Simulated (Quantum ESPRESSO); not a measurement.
# SiC (P6_3mc): a volume series of phonon spectra, part 4 of 10

Aim: how the vibrations of SiC shift with volume, and the expansion that follows.

Quantum ESPRESSO 7.5; DFT LDA, scalar-relativistic, plane waves, GBRV ultrasoft pseudopotentials.

So far. Step 3 (Finding the static equilibrium): After the last step pw.x solved the final cell once more on a basis chosen for it, which moves the energy without moving the atoms. Step 4 (Self-consistent run): On a basis chosen for the relaxed cell the pressure is -0.014 GPa, small enough for phonons.

**5. Zone-centre response**

In a polar crystal the Born charges and ε∞ give the long-range dipole term that a finite supercell misses. They are those of this k-mesh and were not tested on a denser one; where the gap is small they converge slowly, and the LO modes with them.

ph.in

```
phonons
 &inputph
    prefix='x',
    outdir='./tmp',
    fildyn='x.dyn',
    tr2_ph=1.0d-18,
    epsil=.true.,
 /
0.000000000 0.000000000 0.000000000
```

scf.in

```
 &control
    calculation='scf',
    prefix='x',
    outdir='./tmp',
    pseudo_dir='./pseudo',
    tprnfor=.true.,
    tstress=.true.,
 /
 &system
    ibrav=0,
    nat=4,
    ntyp=2,
    ecutwfc=45.0,
    ecutrho=270.0,
    occupations='fixed',
    nbnd=10,
 /
 &electrons
    conv_thr=1.0d-12,
    mixing_beta=0.7,
    electron_maxstep=100,
 /
ATOMIC_SPECIES
 Si     28.0850  Si.upf
 C      12.0110  C.upf
CELL_PARAMETERS angstrom
     3.055857336    0.000000000    0.000000000
    -1.527928668    2.646450084    0.000000000
     0.000000000    0.000000000    5.015224915
ATOMIC_POSITIONS crystal
 Si     0.333333333   0.666666667   0.004600052
 Si     0.666666667   0.333333333   0.504600052
 C      0.333333333   0.666666667   0.380399948
 C      0.666666667   0.333333333   0.880399948
K_POINTS automatic
 12 12 6 0 0 0
```

Started as:

```console
OMP_NUM_THREADS=1 mpirun -n 8 ph.x -nk 8 -in ph.in > ph.out
```

The program printed:

```text
[banner, memory and clock lines left out]
Program PHONON v.7.5

     ./tmp/x.save/

     IMPORTANT: XC functional enforced from input :
     Exchange-correlation= PZ
                           (   1   1   0   0   0   0   0)
     Any further DFT definition will be discarded
     Please, verify this is what you really want

     G-vector sticks info

     Reading collected, re-writing distributed wavefunctions in ./tmp/

     Number and degeneracy of irreps per q-point
       N         xq(1)         xq(2)         xq(3)   N irreps
       1   0.000000000   0.000000000   0.000000000       8
        1   1   1   1   2   2   2   2

     Calculation of q =    0.0000000   0.0000000   0.0000000

     phonons

     bravais-lattice index     =            0
     lattice parameter (alat)  =       5.7747  a.u.
     unit-cell volume          =     273.7057 (a.u.)^3
     number of atoms/cell      =            4
     number of atomic types    =            2
     kinetic-energy cut-off    =      45.0000  Ry
     charge density cut-off    =     270.0000  Ry
     convergence threshold     =      1.0E-18
     beta                      =       0.7000
     number of iterations used =            4
     Exchange-correlation= PZ
                           (   1   1   0   0   0   0   0)

     celldm(1)=    5.77473  celldm(2)=    0.00000  celldm(3)=    0.00000
     celldm(4)=    0.00000  celldm(5)=    0.00000  celldm(6)=    0.00000

     crystal axes: (cart. coord. in units of alat)
               a(1) = (  1.0000  0.0000  0.0000 )
               a(2) = ( -0.5000  0.8660  0.0000 )
               a(3) = (  0.0000  0.0000  1.6412 )

     reciprocal axes: (cart. coord. in units 2 pi/alat)
               b(1) = (  1.0000  0.5774 -0.0000 )
               b(2) = (  0.0000  1.1547  0.0000 )
               b(3) = (  0.0000 -0.0000  0.6093 )

     Atoms inside the unit cell:

     Cartesian axes

     site n.  atom      mass           positions (alat units)
        1  Si     28.0850   tau(    1) = (   -0.00000    0.57735    0.00755  )
        2  Si     28.0850   tau(    2) = (    0.50000    0.28868    0.82814  )
        3  C      12.0110   tau(    3) = (   -0.00000    0.57735    0.62431  )
        4  C      12.0110   tau(    4) = (    0.50000    0.28868    1.44490  )

     Computing dynamical matrix for
                    q = (   0.0000000   0.0000000   0.0000000 )

     13 Sym.Ops. (with q -> -q+G )

     G cutoff =  228.0699  (  20353 G-vectors)     FFT grid: ( 32, 32, 50)
     G cutoff =  152.0466  (  11201 G-vectors)  smooth grid: ( 25, 25, 48)
     number of k points=    76
                       cart. coord. in units 2pi/alat
        k(    1) = (   0.0000000   0.0000000   0.0000000), wk =   0.0023148
        k(    2) = (   0.0000000   0.0000000   0.1015527), wk =   0.0046296
        k(    3) = (   0.0000000   0.0000000   0.2031054), wk =   0.0046296
        k(    4) = (   0.0000000   0.0000000  -0.3046581), wk =   0.0023148
        k(    5) = (   0.0000000   0.0962250   0.0000000), wk =   0.0138889
        k(    6) = (   0.0000000   0.0962250   0.1015527), wk =   0.0277778
        k(    7) = (   0.0000000   0.0962250   0.2031054), wk =   0.0277778
        k(    8) = (   0.0000000   0.0962250  -0.3046581), wk =   0.0138889
        k(    9) = (   0.0000000   0.1924501   0.0000000), wk =   0.0138889
        k(   10) = (   0.0000000   0.1924501   0.1015527), wk =   0.0277778
        k(   11) = (   0.0000000   0.1924501   0.2031054), wk =   0.0277778
        k(   12) = (   0.0000000   0.1924501  -0.3046581), wk =   0.0138889
        k(   13) = (   0.0000000   0.2886751   0.0000000), wk =   0.0138889
        k(   14) = (   0.0000000   0.2886751   0.1015527), wk =   0.0277778
        k(   15) = (   0.0000000   0.2886751   0.2031054), wk =   0.0277778
        k(   16) = (   0.0000000   0.2886751  -0.3046581), wk =   0.0138889
[...]
k(   69) = (   0.2500000   0.5292377   0.0000000), wk =   0.0277778
        k(   70) = (   0.2500000   0.5292377   0.1015527), wk =   0.0555556
        k(   71) = (   0.2500000   0.5292377   0.2031054), wk =   0.0555556
        k(   72) = (   0.2500000   0.5292377  -0.3046581), wk =   0.0277778
        k(   73) = (   0.3333333   0.5773503   0.0000000), wk =   0.0046296
        k(   74) = (   0.3333333   0.5773503   0.1015527), wk =   0.0092593
        k(   75) = (   0.3333333   0.5773503   0.2031054), wk =   0.0092593
        k(   76) = (   0.3333333   0.5773503  -0.3046581), wk =   0.0046296

     PseudoPot. # 1 for Si read from file:
     ./pseudo/Si.upf
     Pseudo is Ultrasoft + core correction, Zval =  4.0
     Using radial grid of  899 points,  6 beta functions with:
                l(1) =   0
                l(2) =   0
                l(3) =   1
                l(4) =   1
                l(5) =   2
                l(6) =   2
     Q(r) pseudized with  8 coefficients,  rinner =    0.900   0.900   0.900
                                                       0.900   0.900

     PseudoPot. # 2 for C  read from file:
     ./pseudo/C.upf
     Pseudo is Ultrasoft + core correction, Zval =  4.0
     Using radial grid of  721 points,  4 beta functions with:
                l(1) =   0
                l(2) =   0
                l(3) =   1
                l(4) =   1
     Q(r) pseudized with  8 coefficients,  rinner =    1.100   1.100   1.100

     Mode symmetry, C_6v (6mm)  point group:

     Electric field:
     Dielectric constant
     Born effective charges as d Force / d E

     Atomic displacements:
     There are    8 irreducible representations

     Representation     1      1 modes -  To be done

     Representation     2      1 modes -  To be done

     Representation     3      1 modes -  To be done

     Representation     4      1 modes -  To be done

     Representation     5      2 modes -  To be done

     Representation     6      2 modes -  To be done

     Representation     7      2 modes -  To be done

     Representation     8      2 modes -  To be done

     Alpha used in Ewald sum =   2.7000

     Electric Fields Calculation

      thresh= 1.000E-02 alpha_mix =  0.700 |ddv_scf|^2 =  1.104E-07

      thresh= 3.322E-05 alpha_mix =  0.700 |ddv_scf|^2 =  1.190E-09

      thresh= 3.450E-06 alpha_mix =  0.700 |ddv_scf|^2 =  1.386E-10

      thresh= 1.177E-06 alpha_mix =  0.700 |ddv_scf|^2 =  2.745E-11

      thresh= 5.239E-07 alpha_mix =  0.700 |ddv_scf|^2 =  7.417E-14

      thresh= 2.723E-08 alpha_mix =  0.700 |ddv_scf|^2 =  1.912E-15

      thresh= 4.372E-09 alpha_mix =  0.700 |ddv_scf|^2 =  2.307E-17

      thresh= 4.803E-10 alpha_mix =  0.700 |ddv_scf|^2 =  1.046E-19

     End of electric fields calculation

          Dielectric constant in cartesian axis

[...]
Ey  (        0.00000       -2.69445       -0.00000 )
      Ez  (        0.00000        0.00000       -2.89178 )
           atom    4  C     Mean Z*:       -2.76023
      Ex  (       -2.69445       -0.00000        0.00000 )
      Ey  (        0.00000       -2.69445       -0.00000 )
      Ez  (       -0.00000        0.00000       -2.89178 )

          Effective charges Sum: Mean:       -0.00297
             -0.00372        0.00000       -0.00000
             -0.00000       -0.00372       -0.00000
              0.00000       -0.00000       -0.00148

          Effective charges (d Force / dE) in cartesian axis with asr applied:
           atom    1  Si    Mean Z*:        2.75948
      E*x (        2.69352        0.00000        0.00000 )
      E*y (        0.00000        2.69352        0.00000 )
      E*z (        0.00000        0.00000        2.89141 )
           atom    2  Si    Mean Z*:        2.75948
      E*x (        2.69352        0.00000        0.00000 )
      E*y (        0.00000        2.69352       -0.00000 )
      E*z (       -0.00000       -0.00000        2.89141 )
           atom    3  C     Mean Z*:       -2.75948
      E*x (       -2.69352       -0.00000        0.00000 )
      E*y (       -0.00000       -2.69352       -0.00000 )
      E*z (        0.00000        0.00000       -2.89141 )
           atom    4  C     Mean Z*:       -2.75948
      E*x (       -2.69352       -0.00000        0.00000 )
      E*y (       -0.00000       -2.69352       -0.00000 )
      E*z (       -0.00000        0.00000       -2.89141 )

     Representation #   1 mode #   1

     Self-consistent Calculation

      thresh= 1.000E-02 alpha_mix =  0.700 |ddv_scf|^2 =  9.300E-07

      thresh= 9.643E-05 alpha_mix =  0.700 |ddv_scf|^2 =  7.080E-09

      thresh= 8.414E-06 alpha_mix =  0.700 |ddv_scf|^2 =  1.296E-10

      thresh= 1.139E-06 alpha_mix =  0.700 |ddv_scf|^2 =  8.393E-12

      thresh= 2.897E-07 alpha_mix =  0.700 |ddv_scf|^2 =  3.777E-14

      thresh= 1.943E-08 alpha_mix =  0.700 |ddv_scf|^2 =  7.092E-16

      thresh= 2.663E-09 alpha_mix =  0.700 |ddv_scf|^2 =  6.202E-18

      thresh= 2.490E-10 alpha_mix =  0.700 |ddv_scf|^2 =  4.629E-20

     End of self-consistent calculation

     Convergence has been achieved

     Representation #   2 mode #   2

     Self-consistent Calculation

[...]
End of self-consistent calculation

     Convergence has been achieved

     Representation #   3 mode #   3

     Self-consistent Calculation

[...]
End of self-consistent calculation

     Convergence has been achieved

     Representation #   4 mode #   4

     Self-consistent Calculation

[...]
End of self-consistent calculation

     Convergence has been achieved

     Representation #   5 modes #   5   6

     Self-consistent Calculation

[...]
End of self-consistent calculation

     Convergence has been achieved

     Representation #   6 modes #   7   8

     Self-consistent Calculation

[...]
End of self-consistent calculation

     Convergence has been achieved

     Representation #   7 modes #   9  10

     Self-consistent Calculation

[...]
thresh= 3.267E-10 alpha_mix =  0.700 |ddv_scf|^2 =  1.028E-19

     End of self-consistent calculation

     Convergence has been achieved

     Representation #   8 modes #  11  12

     Self-consistent Calculation

      thresh= 1.000E-02 alpha_mix =  0.700 |ddv_scf|^2 =  3.052E-07

      thresh= 5.525E-05 alpha_mix =  0.700 |ddv_scf|^2 =  5.231E-09

      thresh= 7.233E-06 alpha_mix =  0.700 |ddv_scf|^2 =  4.930E-12

      thresh= 2.220E-07 alpha_mix =  0.700 |ddv_scf|^2 =  1.097E-13

      thresh= 3.312E-08 alpha_mix =  0.700 |ddv_scf|^2 =  4.824E-16

      thresh= 2.196E-09 alpha_mix =  0.700 |ddv_scf|^2 =  4.113E-18

      thresh= 2.028E-10 alpha_mix =  0.700 |ddv_scf|^2 =  1.177E-19

     End of self-consistent calculation

     Convergence has been achieved

     Number of q in the star =    1
     List of q in the star:
          1   0.000000000   0.000000000   0.000000000

          Dielectric constant in cartesian axis

          (       6.888245207       0.000000000       0.000000000 )
          (      -0.000000000       6.888245204       0.000000000 )
          (       0.000000000       0.000000000       7.241107606 )

          Effective charges (d Force / dE) in cartesian axis without acoustic sum rule applied (asr)

           atom    1  Si    Mean Z*:        2.75874
      Ex  (        2.69259        0.00000        0.00000 )
      Ey  (        0.00000        2.69259        0.00000 )
      Ez  (        0.00000        0.00000        2.89104 )
           atom    2  Si    Mean Z*:        2.75874
      Ex  (        2.69259        0.00000        0.00000 )
      Ey  (        0.00000        2.69259       -0.00000 )
      Ez  (       -0.00000       -0.00000        2.89104 )
           atom    3  C     Mean Z*:       -2.76023
      Ex  (       -2.69445       -0.00000        0.00000 )
      Ey  (        0.00000       -2.69445       -0.00000 )
      Ez  (        0.00000        0.00000       -2.89178 )
           atom    4  C     Mean Z*:       -2.76023
      Ex  (       -2.69445       -0.00000        0.00000 )
      Ey  (        0.00000       -2.69445       -0.00000 )
      Ez  (       -0.00000        0.00000       -2.89178 )

          Effective charges Sum: Mean:       -0.00297
             -0.00372        0.00000       -0.00000
             -0.00000       -0.00372       -0.00000
              0.00000       -0.00000       -0.00148

          Effective charges (d Force / dE) in cartesian axis with asr applied:
           atom    1  Si    Mean Z*:        2.75948
      E*x (        2.69352        0.00000        0.00000 )
      E*y (        0.00000        2.69352        0.00000 )
      E*z (        0.00000        0.00000        2.89141 )
           atom    2  Si    Mean Z*:        2.75948
      E*x (        2.69352        0.00000        0.00000 )
      E*y (        0.00000        2.69352       -0.00000 )
      E*z (       -0.00000       -0.00000        2.89141 )
           atom    3  C     Mean Z*:       -2.75948
      E*x (       -2.69352       -0.00000        0.00000 )
      E*y (       -0.00000       -2.69352       -0.00000 )
      E*z (        0.00000        0.00000       -2.89141 )
           atom    4  C     Mean Z*:       -2.75948
      E*x (       -2.69352       -0.00000        0.00000 )
      E*y (       -0.00000       -2.69352       -0.00000 )
      E*z (       -0.00000        0.00000       -2.89141 )

     Diagonalizing the dynamical matrix

     q = (    0.000000000   0.000000000   0.000000000 )

 **************************************************************************
     freq (    1) =      -0.201643 [THz] =      -6.726094 [cm-1]
     freq (    2) =      -0.201643 [THz] =      -6.726094 [cm-1]
     freq (    3) =      -0.194742 [THz] =      -6.495882 [cm-1]
     freq (    4) =       7.734886 [THz] =     258.008033 [cm-1]
     freq (    5) =       7.734886 [THz] =     258.008033 [cm-1]
     freq (    6) =      17.969405 [THz] =     599.394834 [cm-1]
     freq (    7) =      23.036842 [THz] =     768.426330 [cm-1]
     freq (    8) =      23.036842 [THz] =     768.426330 [cm-1]
     freq (    9) =      23.144025 [THz] =     772.001571 [cm-1]
     freq (   10) =      24.039016 [THz] =     801.855274 [cm-1]
     freq (   11) =      24.039016 [THz] =     801.855274 [cm-1]
     freq (   12) =      25.226192 [THz] =     841.455205 [cm-1]
 **************************************************************************

     Mode symmetry, C_6v (6mm)  point group:

     freq (   1-   2) =         -6.7  [cm-1]   --> E_1             I+R
     freq (   3-   3) =         -6.5  [cm-1]   --> A_1             I+R
     freq (   4-   5) =        258.0  [cm-1]   --> E_2             R
     freq (   6-   6) =        599.4  [cm-1]   --> B_1
     freq (   7-   8) =        768.4  [cm-1]   --> E_2             R
     freq (   9-   9) =        772.0  [cm-1]   --> A_1             I+R
     freq (  10-  11) =        801.9  [cm-1]   --> E_1             I+R
     freq (  12-  12) =        841.5  [cm-1]   --> B_1
```

The job ended after 78 s (8 MPI ranks of Arm Neoverse V2, shared host).

ε∞:

```
6.89 0.00 0.00
0.00 6.89 0.00
0.00 0.00 7.24
```

Born charge (rows field, columns displacement), before the sum rule (e), principal values of the symmetric part by kind of site:

| atom | atoms with these values | low | middle | high | mean |
| --- | --- | --- | --- | --- | --- |
| Si1 | 2 | 2.69 | 2.69 | 2.89 | 2.76 |
| C3 | 2 | -2.89 | -2.69 | -2.69 | -2.76 |

In full for C3:

```
-2.69  0.00  0.00
 0.00 -2.69  0.00
 0.00  0.00 -2.89
```

The Born charges sum to zero within 0.0037 e; the rest is removed before use. Acoustic frequencies in this log differ from zero by the error of the sum rule, which ph.x does not impose.

(Continued in part 5 of 10.)

[Logs are printed without paths, hosts, clocks, repeated set-up lines and the standing remarks that a program may print on its own settings, such as how far it seeks lower states.]

[Hosts, paths, dates, database ids (printed as entryN), source tags and the programs' standing remarks are cut or masked in the printed files.]

[A step with changed settings may run another functional than the one named; its input shows which.]

[Of the runs on displaced cells, only some may be shown.]
